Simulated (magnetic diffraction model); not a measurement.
# PrMgZr2: what an assumed order does to the neutron pattern

Space group Cmcm (no. 63), a = 4.6150 Å, b = 18.3480 Å, c = 4.8150 Å.

```csv
site,atom,x,y,z
4c,Pr,0,0.8950,1/4
4c,Zr,1/2,0.7479,1/4
4c,Zr,0,0.5390,1/4
4c,Mg,0,0.6756,1/4
```

The compound is invented for this exercise: a known structure type with other elements, its cell scaled to their sizes and not relaxed.

Only Pr is taken to order (form factors of Pr3+); orders and moment sizes are assumed, and not adapted to the symmetry. Radiation: neutrons of λ = 2.567 Å, 3° to 60°; isotropic B of 0.28 Å² (Pr), 0.34 Å² (Zr) and 0.48 Å² (Mg). The intensities are simulated: I ∝ L Σ (|F_N|² + |F_M⊥|²) for unpolarised neutrons, with F_M = 2.695 fm/μB × Σ f(s) S exp(2πi Q·r) exp(−B s²) at Q = H ± k (one set where k and −k are equivalent), only the part normal to Q counting and L = 1/(sin²θ cos θ). For collinear order S is the moment m, which repeats by lattice and centring translations R with the sign exp(−2πi k·R). Form factors are spin-only for 3d ions and dipole or tabulated for f ions, scattering lengths are Sears's of 1992, and absorption is left out. A label names one of the reflections at its angle. The strongest nuclear line in the range is 100, and lines under 0.2 are left out.

Assume the order k = (1/2 1/2 0), collinear moments along [111], 1.7 μB on Pr; signs + at (0, 0.8950, 1/4), − at (1/2, 0.6050, 3/4).

Q: Where does magnetic intensity appear, and how strong is it?

```
2θ (°)          index  nuclear  magnetic
 16.09        (0 2 0)      8.1       0.0
 16.49    (1/2 1/2 0)      0.0       1.6
 20.07   (1/2 -3/2 0)      0.0       7.7
 25.82    (1/2 5/2 0)      0.0       1.7
 32.50        (0 4 0)      7.7       0.0
 32.71   (1/2 -7/2 0)      0.0       1.3
 33.33        (1 1 0)     15.2       0.0
 35.04        (0 2 1)      5.1       0.0
 35.24    (1/2 1/2 1)      0.0       6.7
 37.14   (1/2 -3/2 1)      0.0       2.0
 40.78        (1 3 0)      1.5       0.0
 45.47        (0 4 1)      0.8       0.0
 45.63   (1/2 -7/2 1)      0.0       1.6
 46.10        (1 1 1)      2.5       0.0
 49.50   (3/2 -1/2 0)      0.0       0.2
 49.63        (0 6 0)      2.4       0.0
 50.96    (3/2 3/2 0)      0.0       1.1
 51.61    (1/2 9/2 1)      0.0       1.5
 52.04        (1 3 1)    100.0       0.0
 53.09        (1 5 0)     22.2       0.0
 53.79   (3/2 -5/2 0)      0.0       1.7
 57.86    (3/2 7/2 0)      0.0       0.5
 58.45  (1/2 -11/2 1)      0.0       1.2
 59.51   (3/2 -1/2 1)      0.0       2.5
 59.63        (0 6 1)     28.2       0.0
```

The strongest magnetic line in the range is (1/2 -3/2 0) at 20.07° (7.7). On top of the Lorentz factor, which all lines share, magnetic lines fade with angle because f falls: for Pr3+ it is 0.97, 0.88, 0.76 and 0.50 at sin θ/λ = 0.1, 0.2, 0.3 and 0.5 Å⁻¹, while nuclear lengths stay constant. The order has no net moment.

[Logs are printed without paths, hosts, clocks, repeated set-up lines and the standing remarks that a program may print on its own settings, such as how far it seeks lower states.]
